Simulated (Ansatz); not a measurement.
# Cs2Cr4Te, from a guessed structure to a relaxed one

Starting from a made-up structure for Cs2Cr4Te, the aim is the relaxed cell, its shortest contacts and, where a second run follows, its electronic structure.

Calculated with Ansatz 0.2.0; DFT, PBE, plane-wave PAW, files of the set soft_1, scalar-relativistic, ferromagnetic start, cell and ions relaxed at zero pressure; PAW set soft_1.

In doubt: warnings of the run leave room for a lower electronic state, so energies may not be the lowest and differences between runs may mislead.

## (1) The structure

The structure is monoclinic, space group C2/m (No. 12). The conventional cell has a = 10.640 Å, b = 8.668 Å, c = 5.324 Å, α = 90.00°, β = 118.07°, γ = 90.00°. Nearest to Cs lie 6 Cr at 3.46 to 3.53 Å and 1 Te at 3.49 Å. Nearest to Te lie 4 Cr at 2.81 Å and 2 Cs at 3.49 Å. Nearest to Cr lie 1 Cr at 2.44 Å and 1 Te at 2.81 Å. Farther neighbours and most contacts between anions are not listed.

## (2) Relaxing cell and atoms

The guessed cell has no reason to be at equilibrium. It is relaxed with the atoms, within the space group of the guess.

Input file input.yaml:

```yaml
crystal:
  lattice:
    - [5.32, -4.334, 0.0]
    - [5.32, 4.334, 0.0]
    - [-2.50520786, 0.0, 4.697755802]
  atoms:
    - { symbol: Cs, position: [0.68, 0.68, 0.365] }
    - { symbol: Cs, position: [0.32, 0.32, 0.635] }
    - { symbol: Te, position: [0.0, 0.0, 0.0] }
    - { symbol: Cr, position: [0.3221, 0.8499, 0.7524], spin: 3.0 }
    - { symbol: Cr, position: [0.1501, 0.6779, 0.2476], spin: 3.0 }
    - { symbol: Cr, position: [0.6779, 0.1501, 0.2476], spin: 3.0 }
    - { symbol: Cr, position: [0.8499, 0.3221, 0.7524], spin: 3.0 }
magnetization:
  spin_polarized: true
kpoints:
  mp_grid: { grid: [4, 4, 6] }
scf:
  occupations: { method: fermi_dirac, width: 0.05 }
hamiltonian:
  xc: pbe
  pseudopotentials: { kind: paw, azcp: { folder: soft_1 } }
relax:
  f_tol: 0.015
  max_steps: 70
  cell: {}
output:
  forces: true
  stress: true
```

Started as:

```console
$ ansatz run input.yaml --threads 4 --pin off --max-ram 10240MiB --backend cpu --events-out ev --progress --plain --runs-dir out
```

Numbers of over 12 decimals in the logs are rounded to 6 here.

Log:

```text
Engine: ansatz 0.2.0, x86_64-unknown-linux-gnu
Pseudopotentials: kind: paw
Pseudopotential: Cs, paw, valence charge 9, recommended cutoff 420 eV (normal), soft_1/Cs.paw.azcp
Pseudopotential: Te, paw, valence charge 16, recommended cutoff 420 eV (normal), soft_1/Te.paw.azcp
Pseudopotential: Cr, paw, valence charge 14, recommended cutoff 420 eV (normal), soft_1/Cr.paw.azcp
Functional definition: PBE
  parameter kappa = 0.804
  parameter beta = 0.066725
  exchange = pbe_x(kappa = kappa, mu = beta*pi^2/3)
  correlation = pbe_c(beta = beta)
Crystal: 7 atoms, lattice volume = 216.631 Å³
Basis set: ecut = 420 eV, 4249 PW (Γ), exchange–correlation on 96×96×72 points (8 copies of the dense FFT grid, shifted against one another)
Bands: 62, of which v1, the nominal top of the filled ones, is band 45 counted from 1 (44 counted from 0)
Symmetry: 4 space group operations
Space group: C2/m (ITA 12), of the structure as read, at distance tolerance 6.0e-5 Å
Magnetic group: BNS 12.58 (UNI 65), of the structure as read, at distance tolerance 6.0e-5 Å
k-points: 34 of 96
Non-local potential: Cs, projectors of the file, l = 0: 3, l = 1: 2, l = 2: 2, l = 3: 2
Non-local potential: Te, projectors of the file, l = 0: 2, l = 1: 2, l = 2: 2, l = 3: 1
Non-local potential: Cr, projectors of the file, l = 0: 3, l = 1: 2, l = 2: 3, l = 3: 1
PAW form: soft (Blöchl's): semilocal exchange-correlation on the pseudo side does not see the compensation charge
PAW one-centre angular grid: Cs, 194 points (default); XC on 64 Gauss nodes
PAW one-centre angular grid: Te, 590 points (default); XC on 64 Gauss nodes
PAW one-centre angular grid: Cr, 590 points (default); XC on 64 Gauss nodes
Initial density: superposition of atomic densities (chi_scale 0.1, normalization cell, long waves kept (reshape's long-wave potential 0.01 eV rms))
Starting moments: Σ|m| = 12 μB on 4 of 7 sites
Initial wavefunctions: pseudopotential atomic-orbital guess
Functional: x = pbe(κ = 0.804, μ = 0.219515), c = pbe(β = 0.066725)
SCF iter   1: F=—  HF=-31825.655922 eV  |F-HF|=—  |Δ(HF+E_count)|=         —  Δρ=3.92e-2 (↑3.91e-2 ↓3.92e-2)  dr2=2.38e1  dr2_m=3.82e-1  M=12.974 μB ∫|m|=13.206 μB  β_m=0.30  ethr=3.10e-3  ⟨swp⟩=7.8  Hψ=17453  notcnv=0
Mixer restart at iter 1: flushing history
preconditioner: auto → Kerker (q_TF=auto, 2.357 Å⁻¹)  [metal: Δε(μ)=0.001 eV  Ē_g=5.871 eV  σ=0.050 eV  W_gap=0.01  n_scr=46 (ndim 8)  ℏωp=16.7 eV  f_vac=0.001  D(μ)=13.98/eV (n_scr^D=142)]
spin=Collinear: Kerker preconditioning applied to the charge; magnetization (m = ρ↑ − ρ↓) channel mixes plain (no charge-response kernel on spin).
SCF iter   2: F=—  HF=-31823.655320 eV  |F-HF|=—  |Δ(HF+E_count)|=    2.00e0  Δρ=2.72e-2 (↑2.01e-2 ↓2.72e-2)  dr2=1.01e1  dr2_m=4.45e-1  M=13.544 μB ∫|m|=13.774 μB  β_m=0.46  ethr=3.10e-3  ⟨swp⟩=4.0  Hψ=9417  notcnv=0  defer=270
SCF iter   3: F=—  HF=-31822.146680 eV  |F-HF|=—  |Δ(HF+E_count)|=    1.51e0  Δρ=1.57e-2 (↑1.42e-2 ↓1.57e-2)  dr2=1.63e0  dr2_m=3.61e-1  M=14.757 μB ∫|m|=14.917 μB  β_m=0.64  ethr=3.10e-3  ⟨swp⟩=3.0  Hψ=7445  notcnv=0  defer=270
SCF iter   4: F=—  HF=-31822.303476 eV  |F-HF|=—  |Δ(HF+E_count)|=   1.57e-1  Δρ=1.81e-2 (↑1.81e-2 ↓1.04e-2)  dr2=2.02e-1  dr2_m=3.85e-1  M=16.599 μB ∫|m|=16.720 μB  β_m=0.79  ethr=1.81e-3  ⟨swp⟩=3.4  Hψ=7445  notcnv=0  defer=268
SCF iter   5: F=—  HF=-31823.265977 eV  |F-HF|=—  |Δ(HF+E_count)|=         —  Δρ=1.77e-2 (↑1.77e-2 ↓1.23e-2)  dr2=1.81e-1  dr2_m=4.25e-1  M=19.335 μB ∫|m|=19.442 μB  β_m=1.00  ethr=2.24e-4  ⟨swp⟩=3.5  Hψ=8898  notcnv=0  defer=268
Mixer restart at iter 5: flushing history
SCF iter   6: F=—  HF=-31823.174797 eV  |F-HF|=—  |Δ(HF+E_count)|=         —  Δρ=7.50e-3 (↑7.50e-3 ↓1.74e-3)  dr2=9.46e-2  dr2_m=2.92e-2  M=19.359 μB ∫|m|=19.477 μB  β_m=0.82  ethr=5.56e-5  ⟨swp⟩=3.5  Hψ=9439  notcnv=0  defer=299
Mixer restart at iter 6: flushing history
SCF iter   7: F=—  HF=-31823.178174 eV  |F-HF|=—  |Δ(HF+E_count)|=   3.38e-3  Δρ=7.98e-3 (↑7.98e-3 ↓1.31e-3)  dr2=1.16e-1  dr2_m=3.40e-2  M=19.668 μB ∫|m|=19.784 μB  β_m=0.61  ethr=5.56e-5  ⟨swp⟩=3.7  Hψ=9202  notcnv=0  defer=283
SCF iter   8: F=—  HF=-31823.157854 eV  |F-HF|=—  |Δ(HF+E_count)|=   2.03e-2  Δρ=7.59e-4 (↑5.73e-4 ↓7.59e-4)  dr2=3.98e-3  dr2_m=4.59e-4  M=19.561 μB ∫|m|=19.680 μB  β_m=0.81  ethr=5.56e-5  ⟨swp⟩=2.6  Hψ=8451  notcnv=0  defer=282
SCF iter   9: F=—  HF=-31823.161929 eV  |F-HF|=—  |Δ(HF+E_count)|=   4.08e-3  Δρ=2.14e-4 (↑2.14e-4 ↓1.43e-4)  dr2=4.21e-4  dr2_m=2.69e-5  M=19.638 μB ∫|m|=19.757 μB  β_m=0.88  ethr=4.43e-6  ⟨swp⟩=2.0  Hψ=6387  notcnv=0  defer=282
SCF iter  10: F=—  HF=-31823.162033 eV  |F-HF|=—  |Δ(HF+E_count)|=   1.04e-4  Δρ=7.96e-5 (↑7.96e-5 ↓7.09e-5)  dr2=1.10e-4  dr2_m=2.14e-6  M=19.646 μB ∫|m|=19.765 μB  β_m=0.94  ethr=4.68e-7  ⟨swp⟩=2.0  Hψ=5519  notcnv=0  defer=282
SCF iter  11: F=—  HF=-31823.162056 eV  |F-HF|=—  |Δ(HF+E_count)|=   2.32e-5  Δρ=1.17e-4 (↑1.17e-4 ↓2.64e-5)  dr2=3.08e-5  dr2_m=7.47e-6  M=19.651 μB ∫|m|=19.770 μB  β_m=0.97  ethr=1.22e-7  ⟨swp⟩=2.0  Hψ=5781  notcnv=0  defer=282
SCF iter  12: F=—  HF=-31823.162056 eV  |F-HF|=—  |Δ(HF+E_count)|=   5.43e-7  Δρ=1.29e-5 (↑1.29e-5 ↓1.13e-5)  dr2=1.18e-6  dr2_m=1.64e-7  M=19.649 μB ∫|m|=19.768 μB  β_m=0.99  ethr=3.42e-8  ⟨swp⟩=2.1  Hψ=5563  notcnv=0  defer=282
SCF iter  13: F=—  HF=-31823.162057 eV  |F-HF|=—  |Δ(HF+E_count)|=   8.13e-7  Δρ=1.34e-5 (↑1.34e-5 ↓3.87e-6)  dr2=5.21e-7  dr2_m=8.83e-8  M=19.648 μB ∫|m|=19.767 μB  β_m=0.99  ethr=1.31e-9  ⟨swp⟩=2.0  Hψ=6275  notcnv=0  defer=282
SCF iter  14: F=—  HF=-31823.162057 eV  |F-HF|=—  |Δ(HF+E_count)|=   1.12e-7  Δρ=1.27e-6 (↑1.09e-6 ↓1.27e-6)  dr2=2.17e-8  dr2_m=4.29e-10  M=19.648 μB ∫|m|=19.767 μB  β_m=1.00  ethr=5.79e-10  ⟨swp⟩=2.2  Hψ=5731  notcnv=0  defer=282
SCF iter  15: F=-31823.162057 eV  HF=-31823.162057 eV  |F-HF|=3.31e-9  |Δ(HF+E_count)|=   1.78e-8  Δρ=1.12e-6 (↑1.12e-6 ↓5.93e-7)  dr2=7.63e-9  dr2_m=5.15e-10  M=19.648 μB ∫|m|=19.766 μB  ethr=2.41e-11  ⟨swp⟩=2.0  Hψ=11829  notcnv=0
SCF 1 converged in 15 iterations: F = -31823.162057 eV  dr2 = 7.63e-9
  greatest PAW one-centre occupation: 1.000 electrons in one spin orbital (limit 2), on the Cr atom at site 6 (counted from 0), in its partial waves of l = 0
relax step   1: F+E_penalty+E_count = -31823.16205679 eV  Δ(F+E_penalty+E_count) = +0.000e0 eV  max|allowed force component| = 2.406e0 eV/Å  Δτ_max = 0.0000 Å  P = +5.778 GPa  Ω = 216.631 Å³  (15 SCF iters, dr2 threshold 1.00e-7 eV, accepted)
Crystal: 7 atoms, lattice volume = 239.153 Å³
[...]
relax step  23: F+E_penalty+E_count = -31825.66587175 eV  Δ(F+E_penalty+E_count) = -2.355e-4 eV  max|allowed force component| = 1.427e-3 eV/Å  Δτ_max = 0.0042 Å  P = -0.001 GPa  Ω = 225.373 Å³  energy of the carried Pulay correction = +1.650e-3 eV  (7 SCF iters, dr2 threshold 1.44e-8 eV, accepted)
relax step  24: F+E_penalty+E_count = -31825.67426164 eV  Δ(F+E_penalty+E_count) = -8.390e-3 eV  max|allowed force component| = 1.826e-3 eV/Å  Δτ_max = 0.0000 Å  P = +0.108 GPa  Ω = 225.373 Å³  stress off target by 2.25e-1 GPa  SCF on the basis re-selected at this cell (its energy is not comparable with the rows above)  (11 SCF iters)
relax step  25: F+E_penalty+E_count = -31825.67514426 eV  Δ(F+E_penalty+E_count) = -8.826e-4 eV  max|allowed force component| = 3.690e-3 eV/Å  Δτ_max = 0.0029 Å  P = -0.022 GPa  Ω = 226.971 Å³  energy of the carried Pulay correction = -1.510e-4 eV  (7 SCF iters, dr2 threshold 1.26e-7 eV, accepted)
iter 1 solved again at ethr=2.65e-7 eV; its pass at ethr=3.10e-3 eV (dr2=2.38e-4 eV) is discarded
SCF iter   1: F=—  HF=-31825.671838 eV  |F-HF|=—  |Δ(HF+E_count)|=         —  Δρ=1.94e-4 (↑1.94e-4 ↓8.83e-5)  dr2=4.05e-6  dr2_m=5.82e-6  M=19.109 μB ∫|m|=19.255 μB  β_m=0.65  ethr=2.65e-7  ⟨swp⟩=3.5  Hψ=29761  notcnv=0
preconditioner: auto → Kerker (q_TF=auto, 1.883 Å⁻¹)  [metal: Δε(μ)=0.015 eV  Ē_g=6.533 eV  σ=0.050 eV  W_gap=0.08  n_scr=22 (ndim 8)  ℏωp=16.3 eV  f_vac=0.001  D(μ)=5.06/eV (n_scr^D=28)]
spin=Collinear: Kerker preconditioning applied to the charge; magnetization (m = ρ↑ − ρ↓) channel mixes plain (no charge-response kernel on spin).
SCF iter   2: F=—  HF=-31825.674843 eV  |F-HF|=—  |Δ(HF+E_count)|=   3.01e-3  Δρ=6.85e-5 (↑6.85e-5 ↓3.17e-5)  dr2=4.99e-7  dr2_m=7.12e-7  M=19.109 μB ∫|m|=19.255 μB  β_m=0.64  ethr=4.50e-9  ⟨swp⟩=2.0  Hψ=5900  notcnv=0
SCF iter   3: F=—  HF=-31825.675277 eV  |F-HF|=—  |Δ(HF+E_count)|=   4.34e-4  Δρ=3.92e-6 (↑3.92e-6 ↓1.91e-6)  dr2=2.49e-8  dr2_m=2.65e-9  M=19.109 μB ∫|m|=19.255 μB  β_m=0.65  ethr=5.55e-10  ⟨swp⟩=2.0  Hψ=5994  notcnv=0
SCF iter   4: F=—  HF=-31825.675278 eV  |F-HF|=—  |Δ(HF+E_count)|=   1.03e-6  Δρ=1.72e-6 (↑1.72e-6 ↓5.24e-7)  dr2=1.73e-8  dr2_m=1.31e-9  M=19.108 μB ∫|m|=19.255 μB  β_m=0.64  ethr=2.77e-11  ⟨swp⟩=2.0  Hψ=7114  notcnv=0
SCF iter   5: F=—  HF=-31825.675278 eV  |F-HF|=—  |Δ(HF+E_count)|=   2.93e-8  Δρ=7.51e-7 (↑7.51e-7 ↓2.93e-7)  dr2=6.51e-9  dr2_m=2.01e-10  M=19.108 μB ∫|m|=19.255 μB  β_m=0.82  ethr=1.92e-11  ⟨swp⟩=2.0  Hψ=5065  notcnv=0
SCF iter   6: F=—  HF=-31825.675291 eV  |F-HF|=—  |Δ(HF+E_count)|=   1.29e-5  Δρ=2.55e-7 (↑2.55e-7 ↓1.69e-7)  dr2=6.67e-10  dr2_m=3.36e-11  M=19.108 μB ∫|m|=19.255 μB  β_m=0.91  ethr=7.24e-12  ⟨swp⟩=2.0  Hψ=6383  notcnv=0
SCF iter   7: F=—  HF=-31825.675291 eV  |F-HF|=—  |Δ(HF+E_count)|=   1.18e-9  Δρ=1.94e-7 (↑1.94e-7 ↓5.29e-8)  dr2=1.23e-10  dr2_m=1.61e-11  M=19.108 μB ∫|m|=19.255 μB  β_m=0.95  ethr=1.00e-12  ⟨swp⟩=2.0  Hψ=5921  notcnv=0
SCF iter   8: F=—  HF=-31825.675291 eV  |F-HF|=—  |Δ(HF+E_count)|=  1.64e-10  Δρ=3.11e-8 (↑3.11e-8 ↓2.26e-8)  dr2=9.36e-12  dr2_m=3.71e-13  M=19.108 μB ∫|m|=19.255 μB  β_m=0.98  ethr=1.00e-12  ⟨swp⟩=1.9  Hψ=4909  notcnv=0
SCF iter   9: F=-31825.675291 eV  HF=-31825.675291 eV  |F-HF|=0.00e0  |Δ(HF+E_count)|=  1.46e-11  Δρ=1.45e-8 (↑1.45e-8 ↓8.81e-9)  dr2=1.02e-12  dr2_m=1.57e-13  M=19.108 μB ∫|m|=19.255 μB  ethr=1.00e-12  ⟨swp⟩=2.4  Hψ=10523  notcnv=0
SCF 26 converged in 9 iterations: F = -31825.675291 eV  dr2 = 1.02e-12
relax step  26: F+E_penalty+E_count = -31825.67529072 eV  Δ(F+E_penalty+E_count) = -1.465e-4 eV  max|allowed force component| = 3.702e-3 eV/Å  Δτ_max = 0.0000 Å  P = -0.022 GPa  Ω = 226.971 Å³  stress off target by 3.02e-2 GPa  SCF on the basis re-selected at this cell (its energy is not comparable with the rows above)  (9 SCF iters)
basis re-selected at this cell: Δ(F+E_penalty+E_count) = -1.465e-4 eV, ΔP = -0.000 GPa vs the last step (what re-selecting the basis moved, of the pressure what is left beyond the Pulay correction that the steps carried, after the strain that the cell walked since its last selection, with what the two solves' SCF thresholds leave and, on support functions, any second-order correction that the steps lacked; it is no m [...]
WARN: an SCF from antiferromagnetic starting moments (0.00, 0.00, 0.00, 4.08, -4.08, -4.08, 4.08 Bohr magnetons, atom by atom) was not made, by what the run has read of turns of its moments that order reads lower: the deck asks for what bars it, or types moments that do (magnetization.spin_polarized, in the input reference, names some of the keys), or the run goes by scf.lower_state_search: light, the default, which as a rule tries one only behind a close that has lost an order of both signs, or on which an open d or half-filled 4f shell of a PAW file has lost a moment that was set nearer to Hund's than to what is left; [rest of the remark cut]
SCF converged after 9 iterations
Magnetization: 19.1084 μB (54.5542 up, 35.4458 down)
Absolute magnetization: 19.2539 μB (∫|ρ↑−ρ↓|, with the PAW one-centre terms)
Spin contamination: 0.1359 ħ² per cell (⟨S²⟩ above its minimum at these occupations)
Per-site moments (μB) at R_I (Å): [(0.063955, 1.477736), (0.063955, 1.477736), (-0.050217, 1.232629), (4.150211, 1.225899), (4.150211, 1.225899), (4.150211, 1.225899), (4.150211, 1.225899)]
Free energy (F): -31825.675291 eV
Harris-Foulkes:  -31825.675291 eV  (|F-HF|=0.00e0)
Internal energy: -31825.633336 eV  (E = F + TS)
E sigma→0 (E₀):  -31825.654313 eV
Entropy (-TS):   -0.041955 eV (-5.994 meV/atom)
Fermi energy:    7.645850 eV
--- Per-component energies (eV) ---
  E_band       = -1513.957613
  E_kinetic    = 1658.589164
  E_local      = -10608.124099  (includes V_loc(G=0)·N_el)
  E_nonlocal   = 324.176509
  E_hartree    = 4802.314259
  E_xc         = -929.283777
  E_vxc        = -945.848434  (∫ρ·V_xc dr)
  E_paw        = -19703.621447  (= ΣΔE_a)
  E_vpaw       = -1547.382684  (= ΣTr[D̂ρ^β])
  E_aug_tail   = 0.003472  (compensation charges beyond the density's cutoff)
  E_ewald      = -7369.687416
  E_smearing   = -0.041955  (= −TS)
  E_closure    = 0.000000  (closes the sum)
  Σ components = -31825.675291   (vs F -31825.675291, Δ=0.00e0)
--- Forces (eV/Å), atoms counted from 1 ---
  atom   1  Cs    -0.00138186     0.00000000    -0.00007637
  atom   2  Cs     0.00138186    -0.00000000     0.00007637
  atom   3  Te     0.00000000     0.00000000     0.00000000
  atom   4  Cr    -0.00370158     0.00172356     0.00157009
  atom   5  Cr     0.00370158     0.00172356    -0.00157009
  atom   6  Cr     0.00370158    -0.00172356    -0.00157009
  atom   7  Cr    -0.00370158    -0.00172356     0.00157009
  max |Σ_I F_I| component: 4.34e-19 eV/Å
--- Stress (GPa, compression-positive) ---
       -0.018627       0.000000       0.009307
        0.000000      -0.025060       0.000000
        0.009307       0.000000      -0.022640
  P = ⅓ Tr σ = -0.0221 GPa (-0.221 kbar)
--- Relaxed structure (23 steps of the walk, 21 accepted, 3 SCFs on fresh bases) ---
  F+E_penalty+E_count = -31825.67529072 eV   max|allowed force component| = 3.702e-3 eV/Å   (the final SCF, on the basis selected at the relaxed cell)
  cell:  # Å, volume = 226.9707 Å³
    - [6.838528, -3.147101, -0.646437]
    - [6.838528, 3.147101, -0.646437]
    - [-3.791115, 0.0, 5.631476]
  atoms:
    - { symbol: Cs, position: [0.674185, 0.674185, 0.360132] }
    - { symbol: Cs, position: [0.325815, 0.325815, 0.639868] }
    - { symbol: Te, position: [-2.2640128314743803e-19, 1.1459160556172589e-18, 1.9650248879817924e-18] }
    - { symbol: Cr, position: [0.342507, 0.870346, 0.792891] }
    - { symbol: Cr, position: [0.129654, 0.657493, 0.207109] }
    - { symbol: Cr, position: [0.657493, 0.129654, 0.207109] }
    - { symbol: Cr, position: [0.870346, 0.342507, 0.792891] }
```

Elapsed: 2.7 min, on 4 threads of AMD EPYC 9B45 (Zen 5), shared host; peak memory 1.3 GiB.

Relaxation path (22 of 26):

| step | energy less that of the first step (eV) | largest force component (eV/Å) | pressure (GPa) | volume (Å³) |
| --- | --- | --- | --- | --- |
| 1 | 0.0000 | 2.4063 | 5.78 | 216.63 |
| 2 | -1.3321 | 0.6688 | 2.18 | 239.15 |
| 3 | -1.7530 | 0.3171 | 0.66 | 258.95 |
| 5 | -2.0964 | 0.1378 | -0.30 | 266.18 |
| 6 | -2.1140 | 0.0581 | -0.18 | 262.60 |
| 7 | -2.1214 | 0.0198 | 0.08 | 259.83 |
| 8 | -2.1222 | 0.0056 | -0.07 | 260.53 |
| 9 | -2.1219 | 0.0063 | 0.07 | 259.62 |
| 11* | -2.1991 | 0.0011 | 0.48 | 259.99 |
| 12 | -2.2285 | 0.0091 | 0.23 | 263.01 |
| 13 | -2.2510 | 0.0153 | 0.01 | 264.84 |
| 14 | -2.2555 | 0.0047 | -0.05 | 263.79 |
| 15 | -2.2578 | 0.0281 | 0.00 | 260.63 |
| 16 | -2.2614 | 0.0241 | -0.03 | 255.65 |
| 18 | -2.3413 | 0.1699 | 0.01 | 239.90 |
| 19 | -2.4220 | 0.2361 | 0.03 | 231.07 |
| 20 | -2.4988 | 0.0374 | 0.17 | 223.79 |
| 21 | -2.3408 | 0.2480 | -0.65 | 233.75 |
| 22 | -2.5036 | 0.0144 | 0.00 | 225.43 |
| 24* | -2.5122 | 0.0018 | 0.11 | 225.37 |
| 25 | -2.5131 | 0.0037 | -0.02 | 226.97 |
| 26* | -2.5132 | 0.0037 | -0.02 | 226.97 |

Relaxation steps marked * repeat the geometry before them on a plane-wave basis chosen anew for their cell, so energy and pressure can jump there. Other such steps can lie between the rows shown. Relaxation steps 9, 21 were tried and not accepted.

The run keeps the 4 symmetry operations that it works with, so distortions that break them were not tested.

| cell as run | before | after | change |
| --- | --- | --- | --- |
| a (Å) | 6.862 | 7.556 | +10.1 % |
| b (Å) | 6.862 | 7.556 | +10.1 % |
| c (Å) | 5.324 | 6.789 | +27.5 % |
| α (°) | 111.40 | 125.20 | +12.4 % |
| β (°) | 111.40 | 125.20 | +12.4 % |
| γ (°) | 78.34 | 49.23 | -37.2 % |
| volume (Å³/atom) | 30.95 | 32.42 | +4.8 % |

The atoms that moved most (Å, as changes of fractional coordinates times the final cell):

| atom | dx | dy | dz | length |
| --- | --- | --- | --- | --- |
| Cr4 | 0.126 | 0.000 | 0.202 | 0.238 |
| Cr7 | 0.126 | 0.000 | 0.202 | 0.238 |
| Cr5 | -0.126 | 0.000 | -0.202 | 0.238 |
| Cr6 | -0.126 | 0.000 | -0.202 | 0.238 |
| Cs2 | 0.061 | 0.000 | 0.020 | 0.064 |
| Cs1 | -0.061 | 0.000 | -0.020 | 0.064 |

Final coordinates:

```xyz
7
Lattice="6.8385 -3.1471 -0.6464 6.8385 3.1471 -0.6464 -3.7911 0.0000 5.6315" Properties=species:S:1:pos:R:3 pbc="T T T"
Cs    7.8556    0.0000    1.1564
Cs    2.0304    0.0000    3.1822
Te    0.0000    0.0000    0.0000
Cr    5.2882    1.6612    3.6811
Cr    4.5978    1.6612    0.6575
Cr    4.5978   -1.6612    0.6575
Cr    5.2882   -1.6612    3.6811
```

This step gave:

* free energy: -31825.6753 eV
* energy at zero smearing: -31825.6543 eV
* smearing term TS: 0.04195 eV
* Fermi energy: 7.646 eV
* magnetization: 19.11 μB
* absolute magnetization: 19.25 μB
* site moments: 0.06396, 0.06396, -0.05022, 4.150, 4.150, 4.150, 4.150 μB
* electrons: 90
* symmetry operations: 4
* pressure: -0.02211 GPa

Site moment by atom:

| atom | site moment (μB) |
| --- | --- |
| Cs1 | 0.06 |
| Cs2 | 0.06 |
| Te3 | -0.05 |
| Cr4 | 4.15 |
| Cr5 | 4.15 |
| Cr6 | 4.15 |
| Cr7 | 4.15 |

The shortest distance of each pair, which need not be the same contact before and after:

| pair | guess (Å) | relaxed (Å) |
| --- | --- | --- |
| Cr–Cr | 2.438 | 2.972 |
| Cr–Te | 2.810 | 2.988 |
| Cs–Cs | 3.971 | 3.582 |
| Cr–Cs | 3.460 | 3.691 |
| Cs–Te | 3.491 | 3.767 |

The relaxation ends with a largest force component of 0.0037 eV/Å and a pressure of -0.02 GPa.

## (3) Results

| Item | Value |
| --- | --- |
| space group, relaxed | C2/m |
| conventional cell | a = 11.685, b = 6.294, c = 6.789 Å; α = 90.0°, β = 114.6°, γ = 90.0° |
| volume per atom | 32.42 Å³ (guess 30.95) |
| total moment | 19.11 μB in the cell of 7 atoms |

In words: Cs2Cr4Te relaxes to C2/m with a = 11.685, b = 6.294 and c = 6.789 Å. The guessed volume was 5 % too small. The space group C2/m was held in the relaxation, so the end point is a stationary structure within it and may be a saddle against distortions or other arrangements. The input starts from parallel moments, and no other start was typed. The electronic state may lie above the lowest one. Mesh and cutoff weren't tested. A vector of the cell changed its length by 28 %, so the starting arrangement is largely lost and the mesh was laid for another shape. Spin-orbit coupling is left out, which can matter for elements this heavy. No dispersion term is used, so weakly bound directions may come out too long. The program estimates, without running it, that another magnetic order lies lower than the one relaxed here. Nothing here tests whether the compound is stable against decomposition.

[Logs are printed without paths, hosts, clocks, repeated set-up lines and the standing remarks that a program may print on its own settings, such as how far it seeks lower states.]

[Hosts, paths, dates, database ids (printed as entryN), source tags and the programs' standing remarks are cut or masked in the printed files.]
